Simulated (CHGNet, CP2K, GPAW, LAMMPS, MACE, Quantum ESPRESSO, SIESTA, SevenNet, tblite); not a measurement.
# Amorphous Si (114 atoms): one structure in several programs

Wanted: errors and costs of other methods on amorphous Si (114 atoms). A plane-wave run serves as the reference.

Method: Kohn-Sham DFT, PBE, SSSP efficiency 1.3.0 pseudopotentials, plane waves, in Quantum ESPRESSO 7.5.

**1. Set-up**

The cell holds 114 atoms: 114 Si. Cell: a = 13.280 Å, b = 13.280 Å, c = 13.280 Å, α = 90.0°, β = 90.0°, γ = 90.0°. 114 atoms (114 Si) placed at random at 2.27 g/cm³, melted at 3500 K for 10 ps at fixed volume with the Tersoff potential (Tersoff, Phys. Rev. B 39, 5566 (1989)). Quenched from 3500 K to 700 K at 10 K/ps and fixed volume, annealed at 1200 K for 20 ps, held 5 ps.

**2. Plane-wave reference**

pw.in reads:

```
&control
  calculation = 'scf'
  pseudo_dir = './pseudo'
  outdir = './tmp'
  disk_io = 'none'
  tprnfor = .true.
  tstress = .true.
/
&system
  ibrav = 0
  nat = 114
  ntyp = 1
  ecutwfc = 45
  ecutrho = 360
  nosym = .true.
  occupations = 'smearing'
  smearing = 'fd'
  degauss = 0.003675
/
&electrons
  conv_thr = 5.7e-07
  electron_maxstep = 100
  mixing_beta = 0.2
  mixing_mode = 'local-TF'
  diagonalization = 'david'
/
ATOMIC_SPECIES
Si 28.085 Si.upf
CELL_PARAMETERS angstrom
13.28010 0.00000 0.00000
0.00000 13.28010 0.00000
0.00000 0.00000 13.28010
ATOMIC_POSITIONS crystal
Si 0.27271 0.45527 0.53575
Si 0.65663 0.82404 0.83841
Si 0.28044 0.28470 0.54529
Si 0.68500 0.36899 0.78863
Si 0.31388 0.48726 0.26038
Si 0.30605 0.13398 0.04851
Si 0.54733 0.54833 0.42920
Si 0.80753 0.00961 0.42012
Si 0.33360 0.61136 0.13283
Si 0.27329 0.00607 0.42592
Si 0.34828 0.90577 0.18817
Si 0.84802 0.34094 0.56586
[... 98 atom lines left out ...]
Si 0.85651 0.26712 0.96059
Si 0.63881 0.04135 0.03515
Si 0.62556 0.03781 0.21191
Si 0.22034 0.94236 0.57356
K_POINTS gamma
```

Launch:

```bash
> OMP_NUM_THREADS=1 mpirun -np 4 pw.x -in pw.in > output.txt
```

The log of the run:

```text
Program PWSCF
     gamma-point specific algorithms are used
     one sub-group per band group will be used
     scalapack distributed-memory algorithm (size of sub-group:  2*  2 procs)
     Parallelization info
     sticks:   dense  smooth     PW     G-vecs:    dense   smooth      PW
     Min        4509    2251    559               455906   161168   20143
     Max        4512    2254    562               455912   161178   20150
     Sum       18041    9009   2241              1823631   644683   80581
     bravais-lattice index     =            0
     lattice parameter (alat)  =      25.0958  a.u.
     unit-cell volume          =   15805.2233 (a.u.)^3
     number of atoms/cell      =          114
     number of atomic types    =            1
[... lines left out ...]
     number of k points=     1  Fermi-Dirac smearing, width (Ry)=  0.0037
[... lines left out ...]
     total energy              =   -1300.27794564 Ry
[... lines left out ...]
     total energy              =   -1299.47848786 Ry
[... lines left out ...]
     total energy              =   -1299.73067145 Ry
[... lines left out ...]
     c_bands:  1 eigenvalues not converged
[... lines left out ...]
     c_bands:  2 eigenvalues not converged
[... lines left out ...]
     total energy              =   -1299.76628815 Ry
[... lines left out ...]
     total energy              =   -1299.76628792 Ry
[... lines left out ...]
          k = 0.0000 0.0000 0.0000 ( 40291 PWs)   bands (ev):
    -6.1582  -5.7241  -5.5652  -5.4477  -5.4226  -5.3509  -5.2764  -5.0377
    -4.9860  -4.9614  -4.8570  -4.7486  -4.7409  -4.6958  -4.6634  -4.6323
    -4.5718  -4.4581  -4.4188  -4.2190  -4.1698  -4.1165  -4.0721  -4.0465
[...]
7.7773   7.8126   7.8196   7.8560   7.9003   7.9459   7.9839   7.9994
     8.0841   8.0975   8.1521   8.1641   8.1896   8.2343   8.2721   8.2816
     8.2878   8.3101
     the Fermi energy is     6.0927 ev
!    total energy              =   -1299.76628827 Ry
     estimated scf accuracy    <       0.00000029 Ry
     smearing contrib. (-TS)   =      -0.01168182 Ry
     internal energy E=F+TS    =   -1299.75460645 Ry
     The total energy is F=E-TS. E is the sum of the following terms:
     one-electron contribution =     247.69436028 Ry
     hartree contribution      =      81.19166547 Ry
     xc contribution           =    -699.34778676 Ry
     ewald contribution        =    -929.29284544 Ry
     convergence has been achieved in  14 iterations
     Forces acting on atoms (cartesian axes, Ry/au):
     atom    1 type  1   force =     0.00804650    0.01734844   -0.00024685
     atom    2 type  1   force =    -0.02271704   -0.02359804    0.01614597
     atom    3 type  1   force =     0.03184788   -0.03290283   -0.04449691
[...]
atom  113 type  1   force =    -0.04416582    0.01737268   -0.03119139
     atom  114 type  1   force =    -0.00120481    0.00339830    0.02465872
     Total force =     0.584648     Total SCF correction =     0.000802
     Computing stress (Cartesian axis) and pressure
          total   stress  (Ry/bohr**3)                   (kbar)     P=        7.54
   0.00009271   0.00004120  -0.00002380           13.64        6.06       -3.50
   0.00004120  -0.00000413  -0.00006620            6.06       -0.61       -9.74
  -0.00002380  -0.00006620   0.00006525           -3.50       -9.74        9.60
     Message from routine punch:
     Nothing written, as per user request (disk_io='none')
```

Run time: 5.9 min. Hardware: 4 MPI ranks of Arm Neoverse V1, shared host; peak memory 9.2 GiB.

Banners, paths, timers and routine set-up lines are dropped from the logs unmarked, and long logs keep their key lines alone; longer cuts are marked.

Numbers from this run:

```
r.m.s. force component : 0.8128 eV/Å
longest force          : 3.968 eV/Å
pressure               : 0.7543 GPa
```

**3. Structure statistics**

Density 2.27 g/cm³, 20.54 Å³ an atom.

Pair distribution function in bins of 0.1 Å:

```tsv
r (Å)	total
2.05	0.00
2.15	0.31
2.25	2.47
2.35	4.54
2.45	3.01
2.55	1.10
2.65	0.20
2.75	0.08
2.85	0.00
2.95	0.00
3.05	0.15
3.15	0.12
3.25	0.35
3.35	0.36
3.45	0.84
3.55	1.27
3.65	1.91
3.75	1.65
3.85	1.94
3.95	2.17
4.05	1.71
4.15	1.07
4.25	1.05
4.35	0.91
4.45	0.81
4.55	0.83
4.65	0.65
4.75	0.81
4.85	0.94
4.95	0.87
5.05	0.85
5.15	0.81
5.25	0.72
5.35	0.96
5.45	1.20
5.55	1.05
5.65	1.07
5.75	1.14
5.85	1.19
5.95	1.01
6.05	0.94
6.15	0.78
6.25	0.90
6.35	0.81
```

Bonds by pair of elements; cutoffs follow the first minimum of g(r), held within bounds set by covalent radii, and pairs that aren't listed don't count as bonded (cutoffs were set anew for this text, so counts can differ from the run's own analysis):

```tsv
pair A-B	cutoff (Å)	bonds	mean length (Å)	spread (Å)	shortest (Å)	B about A	A about B
Si-Si	2.88	232	2.39	0.105	2.13	4.07	4.07
```

How many atoms have how many bonded neighbours:

```tsv
element	mean	4	5
Si	4.07	106	8
```

Rings of the network by King's shortest-path rule, up to 12 atoms, one path for each pair of neighbours; H, halogens, alkali and alkaline-earth atoms are left out, and the last column divides by all other atoms, bonded or not:

```tsv
ring size (atoms)	rings	per network atom
3	1	0.009
4	5	0.044
5	64	0.561
6	93	0.816
7	45	0.395
8	2	0.018
```

**4. What was run beside it**

The programs:
- CHGNet: machine-learned potential, published weights.
- CP2K 2026.2: Gaussian basis with GTH pseudopotentials and a plane-wave density; labels give functional, basis (MOLOPT sets; SR short-range, UZH the newer set with its own potentials), grid cutoff/relative cutoff and solver (OT: orbital transformation; TRS4, TC2, SIGN: linear-scaling purification with its sparsity filter), or its built-in tight binding.
- GPAW 26.7.0: PAW with atomic orbitals (LCAO), plane waves or a real-space grid of spacing h.
- MACE: machine-learned potential, published weights.
- SIESTA 5.4.2: numerical atomic orbitals, whose automatically made sets are far from complete, with PseudoDojo norm-conserving potentials that we converted to its format (checked against plane waves on the same files for H, C, O, Si, Ge and Ca alone); labels give functional, basis size, energy shift and mesh cutoff.
- SevenNet: machine-learned potential, published weights.
- tblite 0.8.0: extended tight binding, driven from Python.

All use the same cell and atoms; the electronic-structure runs use the same k-mesh, and an electronic temperature of 580 K (0.05 eV) where levels are smeared.

Differences are against the plane-wave reference, forces as r.m.s. over components; share is that over the reference's r.m.s. force, slope the least-squares factor from reference forces to these. Total energies of different programs have different zeros and aren't compared.

```tsv
run	Δ force, r.m.s. (meV/Å)	share (%)	slope	Δ pressure (GPa)	cores	CPU time	memory (GiB)
reference	-	-	-	-	4	24 min	9.2
CHGNet r2SCAN potential	427	52.5	0.520	-1.50	1	4.5 s	0.87
CP2K LDA, DZVP-MOLOPT-SR, 350/50 Ry, diagonalisation	62.5	7.69	0.957	-3.66	2	4.7 min	2.9
CP2K PBE, DZVP-UZH, 175/50 Ry, diagonalisation (coarse)	37.1	4.56	1.007	-0.221	2	9.6 min	1.4
CP2K PBE, DZVP-UZH, 350/50 Ry, diagonalisation	37.1	4.56	1.007	-0.221	4	11 min	4.4
CP2K PBE, SZV-MOLOPT-SR, 350/50 Ry, diagonalisation (coarse)	368	45.3	1.334	6.37	1	2.6 min	2.7
CP2K PBE, TZVP-UZH, 350/50 Ry, diagonalisation	24.9	3.07	0.999	-0.103	4	11 min	4.6
GPAW PBE, LCAO dzp, h 0.2 Å	46.1	5.67	1.044	-	2	13 min	2.9
GPAW PBE, LCAO dzp, h 0.2 Å, other mixer settings	45.9	5.65	1.044	-	2	16 min	2.8
GPAW PBE, LCAO dzp, h 0.22 Å (coarse)	45.9	5.65	1.044	-	2	8.9 min	2.1
GPAW PBE, LCAO sz(dzp), h 0.2 Å (coarse)	372	45.8	1.357	-	1	2.1 min	1.9
GPAW PBE, LCAO szp(dzp), h 0.2 Å (coarse)	144	17.7	1.111	-	1	8.4 min	2.5
MACE MPA-0 medium potential	186	22.9	0.837	0.0819	1	9.7 s	1.0
SIESTA PBE, DZ, shift 0.01 Ry, mesh 300 Ry (coarse)	180	22.2	1.149	6.04	1	3.4 min	1.2
SIESTA PBE, DZP, shift 0.002 Ry, mesh 300 Ry	63.8	7.85	1.062	1.31	2	25 min	3.6
SIESTA PBE, DZP, shift 0.01 Ry, mesh 300 Ry	47.0	5.79	1.047	0.556	2	10 min	2.4
SIESTA PBE, SZ, shift 0.01 Ry, mesh 300 Ry (coarse)	457	56.2	1.444	9.96	1	2.4 min	0.98
SevenNet 0 potential	239	29.5	0.765	0.159	1	9.4 s	0.89
tblite GFN1-xTB	309	38.0	1.149	8.80	1	12 s	0.23
```

Rows marked coarse were listed beforehand as settings not expected to be converged; some can still land near the reference.

Times of the machine-learned potentials are mostly Python's start and the loading of weights.

CPU time is summed over cores on a shared host, where runs went side by side, so it is rough. Symmetry, cutoffs, thresholds, outputs and thread counts weren't matched or tuned between programs; memory under MPI is the largest rank's times the ranks.

Runs without a result: tblite GFN2-xTB (not converged).

Within one program, basis, potentials and functional, energies share a zero. Each run against its twin at the usual cutoff or grid and solver:

```tsv
run	twin	Δ energy (meV/atom)	Δ force, r.m.s. (meV/Å)	CPU time over the twin's
CP2K PBE, DZVP-UZH, 175/50 Ry, diagonalisation	DZVP-UZH, 350/50 Ry, diagonalisation	-4.0e-4	0.054	0.91 (this twin ran on 4 cores)
GPAW PBE, LCAO dzp, h 0.2 Å, other mixer settings	LCAO dzp, h 0.2 Å	0	0.805	1.3
GPAW PBE, LCAO dzp, h 0.22 Å	LCAO dzp, h 0.2 Å	2.29	2.96	0.71
```

**5. Summary of results**

| Property | Result |
| --- | --- |
| reference r.m.s. force component | 0.813 eV/Å |
| nearest in forces | CP2K PBE, TZVP-UZH, 350/50 Ry, diagonalisation, 3.1 % |
| farthest in forces | SIESTA PBE, SZ, shift 0.01 Ry, mesh 300 Ry (coarse), 56 % |
| cheapest electronic-structure run beside the reference | tblite GFN1-xTB, 12 s of CPU time |

What this shows: The PBE runs in local orbitals, coarse settings apart, differ by 3.1 % (CP2K PBE, TZVP-UZH, 350/50 Ry, diagonalisation) to 7.8 % (SIESTA PBE, DZP, shift 0.002 Ry, mesh 300 Ry); basis, grid and potentials can all enter. Tight binding differs by 38 % (tblite GFN1-xTB); it is another model, with fitted parameters of its own, and the xTB methods hold dispersion. Machine-learned potentials differ by 23 % (MACE MPA-0 medium potential) to 52 % (CHGNet r2SCAN potential); they were trained on other programs' data, some at another functional. Among those trained on PBE data the slope goes as low as 0.77, which softening far from their training structures can give, though the reference's k-sampling is untested too. Rows with another functional or a dispersion term differ by 7.7 % (CP2K LDA, DZVP-MOLOPT-SR, 350/50 Ry, diagonalisation), which mixes the change of model with differences of basis and potentials. Runs with settings chosen to be coarse differ by 4.6 % (CP2K PBE, DZVP-UZH, 175/50 Ry, diagonalisation) to 56 % (SIESTA PBE, SZ, shift 0.01 Ry, mesh 300 Ry), their programs' other errors included. Of the electronic-structure runs that take under half the reference's CPU time, CP2K PBE, TZVP-UZH, 350/50 Ry, diagonalisation comes nearest, at 3.1 % in 11 min against 24 min. SIESTA PBE, SZ, shift 0.01 Ry, mesh 300 Ry stiffens the forces by a factor of 1.44 while following their directions (correlation 0.973); the slopes of the 4 SIESTA runs lie between 1.05 and 1.44. In pressure, SIESTA PBE, SZ, shift 0.01 Ry, mesh 300 Ry misses by +10.0 GPa, at the same functional. In the reference: levels near the Fermi energy are neither full nor empty under the smearing, so no gap is quoted. In the reference: the first maximum of g(r) stands at about 2.4 Å. Periodic xTB results under one method name differ between programs and library versions. The reference's pressure holds the uncorrected Pulay stress of its 45 Ry basis, so small pressure differences, and their order, may be the reference's own error. Machine-learned potentials mimic data converged in k, so the reference's own k-point error enters their differences. The quench rate of 10 K/ps is many orders above laboratory rates, so the cell is likely richer in defects and strain than a real sample. The network of bonds at the start is that of the classical potential that made the cell, and needn't be the one that DFT or experiment would give. The electronic-structure runs sample only Γ, in a cell whose shortest periodic width is 13 Å, which is coarse for a cell with partly filled levels.

[Also dropped from logs without a mark: logging warnings of Python, and SIESTA's first energy breakdown and zero terms.]

[Logs are printed without paths, hosts, clocks, repeated set-up lines and the standing remarks that a program may print on its own settings, such as how far it seeks lower states.]

[Hosts, paths, dates, database ids (printed as entryN), source tags and the programs' standing remarks are cut or masked in the printed files.]
